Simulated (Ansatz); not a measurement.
# Phonons of SnTe (Fm-3m) against volume

Aim: how do the optical modes of SnTe (Fm-3m) move with volume?

Program: Ansatz 0.2.0. Level of theory: DFT PBEsol, scalar-relativistic, plane waves, PAW; PAW set soft_1. Results are calculated unless marked as measured.

Most raw output is cut from this account.

The database entry behind the starting cell differs from later determinations by our own check (about 0.3 % short), so it need not match the best structure at ambient conditions.

## Step 1: The structure

Symmetry: Fm-3m, No. 225, cubic system. Conventional cell: a = 6.302 Å, b = 6.302 Å, c = 6.302 Å, α = 90.00°, β = 90.00°, γ = 90.00°. Nearest to Sn lie 6 Te at 3.15 Å. Te has 6 Sn at 3.15 Å nearest. Farther neighbours and most contacts between anions are not listed.

## Step 2: Bringing the structure to rest

The cell and atoms are relaxed, since residual forces and stress would shift the frequencies.

Input file input.yaml:

```yaml
crystal:
  lattice:
    - [0.0, 3.15085, 3.15085]
    - [3.15085, 0.0, 3.15085]
    - [3.15085, 3.15085, 0.0]
  atoms:
    - { symbol: Sn, position: [0.0, 0.0, 0.0] }
    - { symbol: Te, position: [0.5, 0.5, 0.5] }
kpoints:
  mp_grid: { grid: [10, 10, 10] }
hamiltonian:
  xc: pbesol
  pseudopotentials: { kind: paw, azcp: { folder: soft_1 }, xc_functional: pbe }
scf:
  occupations: { method: gaussian, width: 0.01 }
output:
  forces: true
  stress: true
  eigenvalues: true
relax:
  adjacent_minimum: "off"
  f_tol: 0.005
  max_steps: 80
  cell: { stress_tol: 0.05 }
```

Started as:

```console
$ ansatz run input.yaml --threads 4 --pin off --max-ram 10240MiB --backend cpu --events-out ev --progress --plain --runs-dir out
```

Wall time 3.2 s (4 threads of Intel Xeon at 2.60GHz (Ice Lake), shared host); peak memory 0.46 GiB.

Relaxation path:

```
step  energy less that of the first step (eV)  largest force component (eV/Å)  pressure (GPa)  volume (Å³)
   1                                   0.0000                          0.0000           -0.30        62.56
   2                                  -0.0004                          0.0000            0.11        62.02
   3                                  -0.0004                          0.0000            0.00        62.16
  4*                                  -0.0004                          0.0000            0.00        62.16
```

Relaxation steps marked * repeat the geometry before them on a plane-wave basis chosen anew for their cell, so energy and pressure can jump there.

The run keeps the 48 symmetry operations that it works with, so distortions that break them were not tested.

```
conventional cell, symmetrised  before  after  change
                         a (Å)   6.302  6.288  -0.2 %
                         b (Å)   6.302  6.288  -0.2 %
                         c (Å)   6.302  6.288  -0.2 %
              volume (Å³/atom)   31.28  31.08  -0.6 %
```

Final coordinates:

```
Sn Te
1.0
     0.00000    3.14413    3.14413
     3.14413    0.00000    3.14413
     3.14413    3.14413    0.00000
Sn Te
1 1
Direct
  0.00000 0.00000 0.00000
  0.50000 0.50000 0.50000
```

This step gave:

```
pressure          : -0.001298 GPa
gap on the k-mesh : 0.1604 eV
volume per atom   : 31.08 Å³
```

In this step the volume went from 31.28 to 31.08 Å³/atom.

## Step 3: Tight relaxation

Phonons need small forces and stress, so the relaxation is finished with tight tolerances on 12×12×12 k points.

input.yaml, the sections that differ from step 2:

```yaml
crystal:
  lattice:
    - [0.0, 3.14413105, 3.14413105]
    - [3.14413105, 0.0, 3.14413105]
    - [3.14413105, 3.14413105, 0.0]
  atoms:
    - { symbol: Sn, position: [0.0, 0.0, 0.0] }
    - { symbol: Te, position: [0.5, 0.5, 0.5] }
kpoints:
  mp_grid: { grid: [12, 12, 12] }
relax:
  adjacent_minimum: "off"
  f_tol: 0.001
  max_steps: 60
  cell: { stress_tol: 0.01 }
# hamiltonian, scf, output: as in step 2
```

It took 2.7 s on 4 threads; peak memory 0.48 GiB.

Little changed from the start: no atom moved by 0.005 Å and no cell edge by 0.1 %.

Numbers from this step:

```
pressure          : 0.006331 GPa
gap on the k-mesh : 0.1605 eV
```

The forces vanish by symmetry and the pressure is 0.006 GPa, within the tolerances set. The cell now holds 31.08 Å³/atom.

## Step 4: Modes at rest

Phonons follow from the second derivative of the energy, found here by linear response.

The modes at rest are the reference of the series.

Edit input.yaml of step 3 so:

```diff
@@ -16,9 +16,4 @@
 output:
-  forces: true
-  stress: true
   eigenvalues: true
-relax:
-  adjacent_minimum: "off"
-  f_tol: 0.001
-  max_steps: 60
-  cell: { stress_tol: 0.01 }
+phonons:
+  method: dfpt
```

Wall time 10 s (4 threads); peak memory 0.87 GiB.

Numbers from this step:

* sum-rule residual before enforcement: 1.57e-4 eV/Å²
* point group: m-3m
* highest optical mode at the zone centre (no LO-TO term): 27.41 cm⁻¹
* lowest optical zone-centre mode: 27.41 cm⁻¹

Without the LO-TO term. Patterns of degenerate modes are one choice out of their space. The modes at Γ (shares of kinetic energy by element, %):

```
mode  frequency (cm⁻¹)  symmetry  Sn %  Te %
   1               0.0  acoustic    48    52
   2               0.0  acoustic    48    52
   3               0.0  acoustic    48    52
   4              27.4       T1u    52    48
   5              27.4       T1u    52    48
   6              27.4       T1u    52    48
```

Displacements in mode 5 (27.4 cm⁻¹), the largest set to 1:
```
Sn1  0.00  1.00 -0.06
Te2  0.00 -0.93  0.06
```

Before it was imposed, the acoustic sum rule was missed by 1.6e-4 eV/Å². Small misses are needed for a sound result but don't prove that mesh and cutoff are converged. The lowest optical mode is real, 27.4 cm⁻¹.

## Step 5: Ground state of a member: 1.02 times the volume at rest

The cell is set to 1.02 times the volume at rest; symmetry leaves nothing else free, so this is a single point.

input.yaml, the sections that differ from step 4:

```yaml
crystal:
  lattice:
    - [0.0, 3.1649537168, 3.1649537168]
    - [3.1649537168, 0.0, 3.1649537168]
    - [3.1649537168, 3.1649537168, 0.0]
  atoms:
    - { symbol: Sn, position: [0.0, 0.0, 0.0] }
    - { symbol: Te, position: [0.5, 0.5, 0.5] }
output:
  forces: true
  stress: true
  eigenvalues: true
# kpoints, hamiltonian, scf: as in step 4
# phonons: removed
```

Run time: 1.2 s. Hardware: 4 threads; peak memory 0.45 GiB; 4 s of CPU time.

Numbers from this step:

* pressure: -0.8900 GPa
* gap on the k-mesh: 0.1022 eV
* volume per atom: 31.70 Å³

The forces vanish by symmetry, at a pressure of -0.89 GPa.

## Step 6: Zone-centre modes of the member: 1.02 times the volume at rest

The zone-centre modes follow for 1.02 times the volume at rest.

Edit input.yaml of step 5 so:

```diff
@@ -16,4 +16,4 @@
 output:
-  forces: true
-  stress: true
   eigenvalues: true
+phonons:
+  method: dfpt
```

Elapsed: 11 s, on 4 threads; peak memory 0.88 GiB; 40 s of CPU time.

Numbers from this step:

```
sum-rule residual before enforcement                    : 9.85e-5 eV/Å²
highest optical mode at the zone centre (no LO-TO term) : -18.3 cm⁻¹
lowest optical zone-centre mode                         : -18.3 cm⁻¹
```

Without the LO-TO term. Patterns of degenerate modes are one choice out of their space. The modes at Γ (shares of kinetic energy by element, %) (negative means imaginary):

```
mode  frequency (cm⁻¹)  symmetry  Sn %  Te %
   1             -18.3       T1u    52    48
   2             -18.3       T1u    52    48
   3             -18.3       T1u    52    48
   4               0.0  acoustic    48    52
   5               0.0  acoustic    48    52
   6               0.0  acoustic    48    52
```

Displacements in mode 1 (-18.3 cm⁻¹), the largest set to 1:
```
Sn1  0.00  0.00  1.00
Te2  0.00  0.00 -0.93
```

The optical mode without the LO-TO term lies at -18.3 cm⁻¹.

For the highest optical mode at the zone centre (no LO-TO term), step 4 gave 27.4 cm⁻¹; this run, with volume ratio 1.02, gives -18.3 cm⁻¹.

## Step 7: Ground state of a member: 0.9 times the volume at rest

The cell is set to 0.9 times the volume at rest; symmetry leaves nothing else free, so this is a single point.

input.yaml, the sections that differ from step 6:

```yaml
crystal:
  lattice:
    - [0.0, 3.0356251526, 3.0356251526]
    - [3.0356251526, 0.0, 3.0356251526]
    - [3.0356251526, 3.0356251526, 0.0]
  atoms:
    - { symbol: Sn, position: [0.0, 0.0, 0.0] }
    - { symbol: Te, position: [0.5, 0.5, 0.5] }
output:
  forces: true
  stress: true
  eigenvalues: true
# kpoints, hamiltonian, scf: as in step 6
# phonons: removed
```

Run time: 0.99 s. Hardware: 4 threads; peak memory 0.45 GiB.

Numbers from this step:

| Property | Result |
| --- | --- |
| pressure | 6.320 GPa |
| gap on the k-mesh | 0.2883 eV |
| volume per atom | 27.97 Å³ |

The forces vanish by symmetry, at a pressure of 6.32 GPa.

## Step 8: Modes of this member: 0.9 times the volume at rest

The zone-centre modes follow for 0.9 times the volume at rest.

Edit input.yaml of step 7 so:

```diff
@@ -14,6 +14,6 @@
 scf:
-  occupations: { method: gaussian, width: 0.01 }
+  occupations: { method: fixed }
 output:
-  forces: true
-  stress: true
   eigenvalues: true
+phonons:
+  method: dfpt
```

The job ended after 9.4 s (4 threads; peak memory 0.82 GiB).

Numbers from this step:

```
sum-rule residual before enforcement                    : 2.12e-4 eV/Å²
highest optical mode at the zone centre (no LO-TO term) : 79.55 cm⁻¹
lowest optical zone-centre mode                         : 79.55 cm⁻¹
```

Without the LO-TO term. Patterns of degenerate modes are one choice out of their space. Modes at Γ, with each element's share of the kinetic energy:

```
mode  frequency (cm⁻¹)  symmetry  Sn %  Te %
   1               0.0  acoustic    48    52
   2               0.0  acoustic    48    52
   3               0.0  acoustic    48    52
   4              79.5       T1u    52    48
   5              79.5       T1u    52    48
   6              79.5       T1u    52    48
```

The optical mode without the LO-TO term lies at 79.5 cm⁻¹.

For the highest optical mode at the zone centre (no LO-TO term), step 4 gave 27.4 cm⁻¹; this run, with occupations fixed and volume ratio 0.9, gives 79.5 cm⁻¹ (+190 %).

## Step 9: The series together

The members are set side by side, also those not shown above.

Each row is one cell with its response, relaxed at fixed volume as far as symmetry leaves anything free; energies are extrapolated to zero smearing, and E0 is that at rest; imaginary frequencies occur in the series; members with a gap under 0.05 eV are left out; shape and atoms are relaxed in each cell where symmetry leaves them free. State of the crystal along the series:

```
volume ratio  V (Å³/atom)  pressure (GPa)  E - E0 (meV/atom)  gap on mesh (eV)
         0.9        27.97            6.32              55.74            0.2883
        0.92        28.59           4.763               34.3            0.3132
        0.94        29.22           3.369              18.57            0.3232
        0.96        29.84           2.123              7.964            0.2857
        0.98        30.46           1.006              1.932            0.2216
        0.99        30.77          0.4927             0.4835            0.1907
           1        31.08        0.006331                  0            0.1605
        1.02         31.7           -0.89              1.747            0.1022
```

Each mode is tracked from rest by its pattern, and modes that stay within 0.3 cm⁻¹ of each other stand once; imaginary frequencies occur in the series; members with a gap under 0.05 eV are left out; shape and atoms are relaxed in each cell where symmetry leaves them free. Optical modes along the series:

```
V (Å³/atom)  mode 4 T1u (cm⁻¹)
      27.97              79.55
      28.59              71.41
      29.22              62.77
      29.84               53.3
      30.46              42.26
      30.77              35.62
      31.08              27.41
       31.7              -18.3
```

## Step 10: Results

```
members                                                          : 8
highest optical mode at the zone centre (no LO-TO term), at rest : 27.41 cm⁻¹
bulk modulus at rest                                             : 47.4 GPa
```

The series spans -0.9 to 6.3 GPa, and the slope at rest gives a bulk modulus of 47 GPa. A mode is imaginary at volume ratio 1.02, where this structure is not a minimum. The gap on the mesh falls to 0.10 eV within the series. One k mesh and one cutoff serve the ground states and modes of all volumes. At volume ratio 1.04 and 1.06 the gap on the mesh is under 0.05 eV, where mesh and smearing no longer suit, so these members are left out. These are harmonic frequencies at zero temperature: anharmonic shifts, linewidths and thermal expansion are left out. Spin-orbit coupling is left out, which can matter for the heavy elements here. The PAW files were made for PBE; the program adapts parts of them to the functional of the run, but their partial waves stay those of PBE, an approximation that was not tested in this session. Only the zone centre was solved, so an instability at another wavevector cannot show here.

[Logs are printed without paths, hosts, clocks, repeated set-up lines and the standing remarks that a program may print on its own settings, such as how far it seeks lower states.]

[Hosts, paths, dates, database ids (printed as entryN), source tags and the programs' standing remarks are cut or masked in the printed files.]
